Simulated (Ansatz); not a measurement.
# CeZnS3 (model cell, started as cubic perovskite with Ce in the octahedra): a soft mode frozen in

Aim: this structure of CeZnS3 (model cell, started as cubic perovskite with Ce in the octahedra) is to be tested for unstable modes, and one is followed downhill.

Calculated with Ansatz 0.2.0; DFT PBEsol, scalar-relativistic, plane waves, PAW; PAW set soft_1.

Most raw output is cut from this account.

The structure was built from a prototype and need not be the compound's stable phase.

## 1. The structure

Symmetry: Pm-3m, No. 221, cubic system. Conventional cell: a = 5.220 Å, b = 5.220 Å, c = 5.220 Å, α = 90.00°, β = 90.00°, γ = 90.00°. Nearest to Zn lie 12 S at 3.69 Å. Nearest to Ce lie 6 S at 2.61 Å. Nearest to S lie 2 Ce at 2.61 Å. Farther neighbours and most contacts between anions are not listed.

## 2. Response at finite wavevector

The cell comes from relaxations at this level that are not shown. Stability and thermal properties need the whole zone. Linear response on a 2×2×2 q mesh gives force constants as far as a supercell of that size would.

input.yaml reads:

```yaml
crystal:
  lattice:
    - [5.2201691733, 0.0, 0.0]
    - [0.0, 5.2201691733, 0.0]
    - [0.0, 0.0, 5.2201691733]
  atoms:
    - { symbol: Zn, position: [0.0, 0.0, 0.0] }
    - { symbol: Ce, position: [0.5, 0.5, 0.5] }
    - { symbol: S, position: [0.5, 0.5, 0.0] }
    - { symbol: S, position: [0.5, 0.0, 0.5] }
    - { symbol: S, position: [0.0, 0.5, 0.5] }
kpoints:
  mp_grid: { grid: [8, 8, 8] }
hamiltonian:
  xc: pbesol
  pseudopotentials: { kind: paw, azcp: { folder: soft_1 }, xc_functional: pbe }
scf:
  occupations: { method: methfessel_paxton, width: 0.2 }
output:
  eigenvalues: true
phonons:
  method: dfpt
  qmesh: [2, 2, 2]
  temperatures: { t_max: 1000, t_step: 50 }
  qpath:
    path:
      - [[0.0, 0.0, 0.0], [0.0, 0.5, 0.0], [0.5, 0.5, 0.0], [0.0, 0.0, 0.0], [0.5, 0.5, 0.5], [0.0, 0.5, 0.0]]
      - [[0.5, 0.5, 0.5], [0.5, 0.5, 0.0]]
    npoints: 10
```

Run with:

```bash
ansatz run input.yaml --threads 4 --pin off --max-ram 16384MiB --backend cpu --events-out ev --progress --plain --runs-dir out
```

Elapsed: 4.9 min, on 4 threads of Arm Neoverse V1, shared host; peak memory 1.6 GiB; 19 min of CPU time.

Numbers from this step:

```
volume per atom                                         : 28.45 Å³
gap on the k-mesh                                       : 0 eV
sum-rule residual before enforcement                    : 7.37e-5 eV/Å²
lowest frequency on the path                            : -134.0 cm⁻¹
point group                                             : m-3m
highest frequency on the path or at a solved wavevector : 400.1 cm⁻¹
highest optical mode at the zone centre (no LO-TO term) : 325.8 cm⁻¹
lowest optical zone-centre mode                         : -102.6 cm⁻¹
lowest mode on the q mesh (acoustic modes at Γ apart)   : -134.0 cm⁻¹
```

Frequencies (cm⁻¹) solved at each irreducible wavevector; negative means imaginary. Frequencies by wavevector, by row:

```csv
q in reciprocal lattice units,star,mode 1,mode 2,mode 3,mode 4,mode 13,mode 14,mode 15
0 0 0,1,-102.6,-102.6,-102.6,-99.8,325.8,325.8,325.8
0 0 -0.5,3,-132.1,-104.6,-97.4,-97.4,329.2,329.2,347.6
0 -0.5 -0.5,3,-134,-113.4,-113.4,-83.8,323.5,334.3,379.4
-0.5 -0.5 -0.5,1,-132.9,-132.9,-132.9,-92.5,336.3,336.3,400.1
```

Interpolated from a 2×2×2 q mesh. Phonon branches along the path, in cm⁻¹:

```csv
point,branch 1,branch 2,branch 3,branch 4,branch 12,branch 13,branch 14,branch 15
Γ,-103,-103,-103,-100,0,326,326,326
halfway,-118,-100,-99,-99,110,328,328,336
X,-132,-105,-97,-97,155,329,329,348
halfway,-130,-115,-98,-91,153,325,332,365
M,-134,-113,-113,-84,151,324,334,379
halfway,-120,-106,-105,-93,112,325,330,351
Γ,-103,-103,-103,-100,0,326,326,326
halfway,-119,-111,-111,-97,112,329,329,364
R,-133,-133,-133,-92,148,336,336,400
halfway,-128,-121,-108,-97,151,328,333,377
X,-132,-105,-97,-97,155,329,329,348
jump to R,-133,-133,-133,-92,148,336,336,400
halfway,-134,-122,-122,-92,149,330,336,389
M,-134,-113,-113,-84,151,324,334,379
```

Symmetry leaves 4 wavevectors to solve. The lowest mode among them, the acoustic zeros apart, lies at q = (0, -0.5, -0.5) and is imaginary, 134.0i cm⁻¹, so the energy falls along it.

## 3. The mode frozen in, largest atomic shift 0 Å

The mode followed lies at q = (0, -0.5, -0.5) with frequency 134.0i cm⁻¹, the softest among the wavevectors solved. At small amplitude the distorted cell has space group no. 127 by a symmetry search on the positions. The undistorted cell that holds it gives the zero of energy on the same k mesh.

System of this step: CeZnS3 (model cell, started as cubic perovskite with Ce in the octahedra). Symmetry: Pm-3m, No. 221, cubic system. The conventional cell has a = 5.220 Å, b = 5.220 Å, c = 5.220 Å, α = 90.00°, β = 90.00°, γ = 90.00°. Nearest to Zn lie 12 S at 3.69 Å. Nearest to Ce lie 6 S at 2.61 Å. Nearest to S lie 2 Ce at 2.61 Å. Nearest to S lie 2 Ce at 2.61 Å. Farther neighbours and most contacts between anions are not listed.

input.yaml reads:

```yaml
crystal:
  lattice:
    - [-5.2201691733, 0.0, 0.0]
    - [0.0, -5.2201691733, -5.2201691733]
    - [0.0, -5.2201691733, 5.2201691733]
  atoms:
    - { symbol: Zn, position: [1.0, 0.0, 0.0] }
    - { symbol: Zn, position: [1.0, 0.5, 0.5] }
    - { symbol: Ce, position: [0.5, 0.0, 0.5] }
    - { symbol: Ce, position: [0.5, 0.5, 0.0] }
    - { symbol: S, position: [0.5, 0.25, 0.25] }
    - { symbol: S, position: [0.5, 0.75, 0.75] }
    - { symbol: S, position: [0.5, 0.25, 0.75] }
    - { symbol: S, position: [0.5, 0.75, 0.25] }
    - { symbol: S, position: [0.0, 0.0, 0.5] }
    - { symbol: S, position: [0.0, 0.5, 0.0] }
kpoints:
  mp_grid: { grid: [8, 6, 6] }
hamiltonian:
  xc: pbesol
  pseudopotentials: { kind: paw, azcp: { folder: soft_1 }, xc_functional: pbe }
scf:
  occupations: { method: methfessel_paxton, width: 0.2 }
output:
  forces: true
  stress: true
  eigenvalues: true
```

Elapsed: 19 s, on 4 threads; peak memory 1.1 GiB.

Numbers from this step:

| Property | Result |
| --- | --- |
| pressure | 0.01998 GPa |
| energy from the undistorted cell | 0 meV/atom |

The run ends at a pressure of 0.02 GPa.

## 4. The mode frozen in, largest atomic shift 0.6 Å

The atoms are moved along the unstable eigenvector, the largest shift by 0.6 Å, with the cell fixed.

input.yaml, the sections that differ from step 3:

```yaml
crystal:
  lattice:
    - [-5.2201691733, 0.0, 0.0]
    - [0.0, -5.2201691733, -5.2201691733]
    - [0.0, -5.2201691733, 5.2201691733]
  atoms:
    - { symbol: Zn, position: [1.0, 0.0, 0.0] }
    - { symbol: Zn, position: [1.0, 0.5, 0.5] }
    - { symbol: Ce, position: [0.5, 0.0, 0.5] }
    - { symbol: Ce, position: [0.5, 0.5, 0.0] }
    - { symbol: S, position: [0.5, 0.3074694019, 0.3074694019] }
    - { symbol: S, position: [0.5, 0.6925305981, 0.6925305981] }
    - { symbol: S, position: [0.5, 0.1925305981, 0.8074694019] }
    - { symbol: S, position: [0.5, 0.8074694019, 0.1925305981] }
    - { symbol: S, position: [0.0, 0.0, 0.5] }
    - { symbol: S, position: [0.0, 0.5, 0.0] }
# kpoints, hamiltonian, scf, output: as in step 3
```

Run time: 19 s. Hardware: 4 threads; peak memory 1.1 GiB; 73 s of CPU time.

Numbers from this step:

```yaml
pressure: -2.947 GPa
energy_from_the_undistorted_cell: -126.5 meV/atom
```

The energy, extrapolated to zero smearing, is -126.53 meV/atom against the undistorted cell.

The run ends at a pressure of -2.95 GPa, with forces up to 0.85 eV/Å.

## 5. Energy along the mode, all amplitudes (two of the runs are shown above)

An imaginary frequency means negative curvature, so the energy should fall and then rise again as anharmonic terms take over.

This step gave:

- depth at the lowest point sampled: 126.5 meV/atom
- largest atomic shift at that point: 0.6 Å

Table of energy from the parent by largest atomic shift:

```csv
largest atomic shift (Å),energy from the parent (meV/atom)
0.000,0
0.040,-0.699
0.080,-2.78
0.140,-8.41
0.220,-20.3
0.320,-41.3
0.450,-77.5
0.600,-127
```

Displacement at unit largest shift by atom:

```csv
atom,x (Å),y (Å),z (Å),size
Zn1,0.00,0.00,0.00,0.00
Zn2,0.00,0.00,0.00,0.00
Ce3,0.00,0.00,0.00,0.00
Ce4,0.00,0.00,0.00,0.00
S5,0.00,-1.00,0.00,1.00
S6,0.00,1.00,0.00,1.00
S7,0.00,0.00,1.00,1.00
S8,0.00,0.00,-1.00,1.00
S9,0.00,0.00,0.00,0.00
S10,0.00,0.00,0.00,0.00
```

The lowest of the steps tried is the last one, at 0.6 Å, 127 meV/atom below the parent; the bottom of the well need not coincide with a step.

## 6. Relaxation from the frozen mode

Starting from the lowest point found, all atoms and the cell are let go, so that strain and other modes of the same symmetry can join in.

Changes to input.yaml since step 4:

```diff
@@ -27 +27,10 @@
   eigenvalues: true
+  write_density: true
+  write_potential: true
+  elf: true
+  volumetric_format: npy
+relax:
+  adjacent_minimum: "off"
+  f_tol: 0.002
+  max_steps: 120
+  cell: { stress_tol: 0.03 }
```

It took 2.5 min on 4 threads; peak memory 1.1 GiB; 9.7 min of CPU time.

The steps of the relaxation:

```csv
step,energy less that of the first step (eV),largest force component (eV/Å),pressure (GPa),volume (Å³)
1,0.0000,0.8450,-2.95,284.50
2,-0.9789,0.8878,-2.01,268.96
3,-1.5971,0.2615,-1.14,258.58
4,-1.6405,0.1447,0.51,250.04
5,-1.6534,0.0539,0.05,252.33
6,-1.6567,0.0106,-0.10,252.04
7,-1.6569,0.0011,0.00,251.66
8*,-1.6513,0.0010,0.00,251.66
```

Relaxation steps marked * repeat the geometry before them on a plane-wave basis chosen anew for their cell, so energy and pressure can jump there.

The run keeps the 16 symmetry operations that it works with, so distortions that break them were not tested.

```csv
cell as run,before,after,change
a (Å),5.220,4.938,-5.4 %
b (Å),7.382,7.139,-3.3 %
c (Å),7.382,7.139,-3.3 %
volume (Å³/atom),28.45,25.17,-11.5 %
```

The atoms that moved most (Å, as changes of fractional coordinates times the final cell):

```csv
atom,dx,dy,dz,length
S8,0.000,0.000,-0.444,0.444
S6,0.000,0.444,0.000,0.444
S7,0.000,0.000,0.444,0.444
S5,0.000,-0.444,0.000,0.444
```

Numbers from this step:

- pressure: -0.001431 GPa
- volume per atom: 25.17 Å³

Valence density in the ac plane at fractional y = 0.000, with atoms of Zn and Ce and S within 0.2 Å of it. It is the smooth field of the valence electrons, not physical close to the nuclei.

Values in e/Å³, 20 rows by 14 columns, each cell a mean:
```
18  5  1  0  0  0  0  0  0  0  0  0  1 10
 2  1  0  0  0  0  0  0  0  0  0  0  0  1
 0  0  0  0  0  0  0  0  0  0  0  0  0  0
 0  0  0  0  0  0  0  0  0  0  0  0  0  0
 0  0  0  0  0  0  0  0  0  0  0  0  0  0
 0  0  0  0  0  0  0  0  0  0  0  0  0  0
 0  0  0  0  0  0  0  1  0  0  0  0  0  0
 1  1  0  0  0  1  1  1  1  1  0  0  1  1
 1  1  1  0  1  2  2  2  2  1  1  1  1  1
 0  1  1  1  1  2  2  2  2  2  1  1  1  1
 1  1  1  1  1  2  2  2  2  1  1  1  1  1
 1  1  1  0  0  1  2  2  2  1  0  0  1  1
 1  0  0  0  0  0  1  1  1  0  0  0  0  0
 0  0  0  0  0  0  0  0  0  0  0  0  0  0
 0  0  0  0  0  0  0  0  0  0  0  0  0  0
 0  0  0  0  0  0  0  0  0  0  0  0  0  0
 0  0  0  0  0  0  0  0  0  0  0  0  0  0
 1  0  0  0  0  0  0  0  0  0  0  0  0  1
 8  2  0  0  0  0  0  0  0  0  0  0  1  5
33  8  1  0  0  0  0  0  0  0  0  0  2 18
```
Columns run along a (4.9 Å), rows up along c (7.1 Å). Atoms in or near the plane, at fractional coordinates: Zn at (0.00, 0.00), Ce at (0.50, 0.50), S at (0.00, 0.50).

Electrostatic potential energy in the ac plane at fractional y = 0.000, with atoms of Zn and Ce and S within 0.2 Å of it. With pseudopotentials it is smooth inside the atoms' cores, unlike the true potential.

Ten even steps from '_' (-39 eV) to '@' (10 eV), each cell a mean:
```
____==%%@@@@@@@@@@@@@@##::__
..--##@@@@@@@@@@@@@@@@%%**::
##%%@@@@@@@@@@%%@@@@@@@@%%##
@@@@@@@@@@@@@@@@@@@@@@@@@@@@
@@@@@@@@@@@@@@@@@@@@@@@@@@@@
@@@@@@@@@@@@@@%%@@@@@@@@@@@@
@@@@@@@@@@%%##**##%%@@@@@@@@
++##%%%%##++--::--**%%@@%%**
__::**%%++::..__..--##%%==..
::__==##==..______::**##::..
....++##++..____..--**##--__
::==##%%**--::..::++%%%%**--
%%%%@@@@%%**++++++##%%@@@@%%
@@@@@@@@@@%%%%%%%%@@@@@@@@@@
@@@@@@@@@@@@@@@@@@@@@@@@@@@@
@@@@@@@@@@@@@@@@@@@@@@@@@@@@
%%@@@@@@@@@@@@%%@@@@@@@@@@%%
==**%%@@@@@@@@@@@@@@@@@@##++
__..**@@@@@@@@@@@@@@@@%%--__
____==%%@@@@@@@@@@@@@@##..__
```
Columns run along a (4.9 Å; values clipped at the 3rd and 97th percentile), rows up along c (7.1 Å). Atoms in or near the plane, at fractional coordinates: Zn at (0.00, 0.00), Ce at (0.50, 0.50), S at (0.00, 0.50).

ELF in the ac plane at fractional y = 0.000, with atoms of Zn and Ce and S within 0.2 Å of it. It is the smooth field of the valence electrons, not physical close to the nuclei.

Ten even steps from '0' (0.00) to '9' (0.84), each cell a mean:
```
00112222222110
11124677653111
11125899874211
11125899974111
11013677752101
54200122210134
98610244310378
99832799852699
58955987984796
05966841685882
17956964885794
89944899963699
99721467621489
76310122200256
21112355431112
00125799863110
11125899974211
11124788763111
00113444432110
00112111111100
```
Columns run along a (4.9 Å), rows up along c (7.1 Å). Atoms in or near the plane, at fractional coordinates: Zn at (0.00, 0.00), Ce at (0.50, 0.50), S at (0.00, 0.50).

The distorted start has space group P4/mbm; the relaxation ends in P4/mbm.

## 7. The new phase in its own primitive cell

The relaxed structure is symmetrised, reduced to its primitive cell and relaxed tightly, as its phonons need.

input.yaml reads:

```yaml
crystal:
  lattice:
    - [7.1386105197, 0.0, 0.0]
    - [0.0, 7.1386105197, 0.0]
    - [0.0, 0.0, 4.9383227835]
  atoms:
    - { symbol: Zn, position: [0.0, 0.5, 0.0] }
    - { symbol: Zn, position: [0.5, 0.0, 0.0] }
    - { symbol: Ce, position: [0.0, 0.0, 0.5] }
    - { symbol: Ce, position: [0.5, 0.5, 0.5] }
    - { symbol: S, position: [0.3514581157, 0.8514581157, 0.5] }
    - { symbol: S, position: [0.6485418843, 0.1485418843, 0.5] }
    - { symbol: S, position: [0.1485418843, 0.3514581157, 0.5] }
    - { symbol: S, position: [0.8514581157, 0.6485418843, 0.5] }
    - { symbol: S, position: [0.0, 0.0, 0.0] }
    - { symbol: S, position: [0.5, 0.5, 0.0] }
kpoints:
  mp_grid: { grid: [6, 6, 8] }
hamiltonian:
  xc: pbesol
  pseudopotentials: { kind: paw, azcp: { folder: soft_1 }, xc_functional: pbe }
scf:
  occupations: { method: methfessel_paxton, width: 0.2 }
output:
  forces: true
  stress: true
  eigenvalues: true
relax:
  adjacent_minimum: "off"
  f_tol: 0.001
  max_steps: 60
  cell: { stress_tol: 0.01 }
```

It took 36 s on 4 threads; peak memory 1 GiB.

Little changed from the start: no atom moved by 0.005 Å and no cell edge by 0.1 %.

Numbers from this step:

```
pressure : -0.001430 GPa
```

The largest force component left is 0.71 meV/Å and the pressure is -0.001 GPa, within the tolerances set. The cell now holds 25.17 Å³/atom.

## 8. Modes of the new phase, k-mesh 6×6×8

A relaxed structure may still be a saddle point, so its zone-centre modes are computed. No field response is asked, since the mesh shows no gap.

Changes to input.yaml since step 7:

```diff
@@ -24,9 +24,4 @@
 output:
-  forces: true
-  stress: true
   eigenvalues: true
-relax:
-  adjacent_minimum: "off"
-  f_tol: 0.001
-  max_steps: 60
-  cell: { stress_tol: 0.01 }
+phonons:
+  method: dfpt
```

Wall time 7.4 min (4 threads); peak memory 4.9 GiB.

Numbers from this step:

```
sum-rule residual before enforcement                    : 5.29e-5 eV/Å²
point group                                             : 4/mmm
highest optical mode at the zone centre (no LO-TO term) : 427.0 cm⁻¹
lowest optical zone-centre mode                         : -171.8 cm⁻¹
```

Patterns of degenerate modes are one choice out of their space. Modes at Γ, with each element's share of the kinetic energy (negative means imaginary):

```csv
mode,frequency (cm⁻¹),symmetry,Zn %,Ce %,S %
1,-171.8,Eg,0,0,100
2,-171.8,Eg,0,0,100
3,-149.9,A2u,61,1,39
4,-145.2,B1u,61,0,39
5,-143.2,Eu,6,6,88
6,-143.2,Eu,6,6,88
7,-135.7,Eu,15,4,81
8,-135.7,Eu,15,4,81
9,-43.4,Eu,63,18,19
10,-43.4,Eu,63,18,19
11,0.0,acoustic,22,46,32
12,0.0,acoustic,22,46,32
13,0.0,acoustic,22,46,32
14,33.9,B1u,39,0,61
15,37.1,Eu,54,12,34
16,37.1,Eu,54,12,34
17,52.8,A1u,0,84,16
18,55.6,Eu,35,30,35
19,55.6,Eu,35,30,35
20,66.7,A2u,18,37,46
21,136.6,Eu,5,68,27
22,136.6,Eu,5,68,27
23,142.0,B2g,0,0,100
24,207.7,A1g,0,0,100
25,237.2,B1g,0,0,100
26,259.9,Eu,0,16,84
27,259.9,Eu,0,16,84
28,309.7,A2g,0,0,100
29,423.2,A2u,0,16,84
30,427.0,A1u,0,16,84
```

Displacements in mode 1 (-171.8 cm⁻¹), the largest set to 1:
```
Zn1  0.00  0.00  0.00
Zn2  0.00  0.00  0.00
Ce3  0.00  0.00  0.00
Ce4  0.00  0.00  0.00
S5   0.00  0.00  0.08
S6   0.00  0.00 -0.08
S7   0.00  0.00 -1.00
S8   0.00  0.00  1.00
S9   0.00  0.00  0.00
S10  0.00  0.00  0.00
```

Displacements in mode 22 (136.6 cm⁻¹), the largest set to 1:
```
Zn1  0.40 -0.36  0.00
Zn2  0.18  0.05  0.00
Ce3  0.04  1.00  0.00
Ce4 -0.82 -0.58  0.00
S5   0.25  0.25  0.00
S6   0.25  0.25  0.00
S7   0.86 -0.86  0.00
S8   0.86 -0.86  0.00
S9   0.15  0.30  0.00
S10 -0.17 -0.29  0.00
```

Before it was imposed, the acoustic sum rule was missed by 5.3e-5 eV/Å². Small misses are needed for a sound result but don't prove that mesh and cutoff are converged. The lowest optical mode is imaginary, 171.8i cm⁻¹, so the energy falls along it.

## 9. What came out

```json
{"unstable mode of the parent": "q = (0, -0.5, -0.5), 134i cm⁻¹", "depth at the lowest point sampled": "127 meV/atom", "largest atomic shift at that point": "0.6 Å", "space group reached (within 0.01 Å)": "P4/mbm", "energy gained over the parent (first relaxation, on the mesh of the frozen mode)": "292 meV/atom", "volume per atom, phase reached": "25.2 Å³", "lowest optical zone-centre mode, phase reached": "-172 cm⁻¹", "highest optical mode at the zone centre (no LO-TO term), phase reached": "427 cm⁻¹"}
```

In words: Along this mode the structure falls into P4/mbm, 292 meV/atom below the parent. At the parent's cell the well is 126.5 meV/atom deep on the steps tried, with its lowest point at a shift of 0.6 Å. That is the last step tried, so the steps alone don't bracket the bottom of the well. Relaxing atoms and cell changes the gain by +165.16 meV/atom against the lowest step (energies at zero smearing). The new phase still has an imaginary mode at the zone centre of its cell, so it is a saddle point on the way to a lower structure. Of the 3 patterns followed to their end from this parent, this one ends 538 meV/atom above the lowest, R-3c. Each path keeps the symmetry of its pattern, so a lower phase may lie along a pattern not tried. With no gap, or one that is small against the smearing, the frequencies hang on the k mesh and the smearing, most of all near Kohn anomalies. The phonon runs are without spin polarisation, although Ce often carries a moment. The 4f shell is treated without a U, so valence and screening may be off. Spin-orbit coupling is left out, which can matter for the heavy elements here. The PAW files were made for PBE and serve the other functionals too. The starting cell was built on a prototype and not taken from a measurement, so the phase need not exist.

[Logs are printed without paths, hosts, clocks, repeated set-up lines and the standing remarks that a program may print on its own settings, such as how far it seeks lower states.]

[Hosts, paths, dates, database ids (printed as entryN), source tags and the programs' standing remarks are cut or masked in the printed files.]
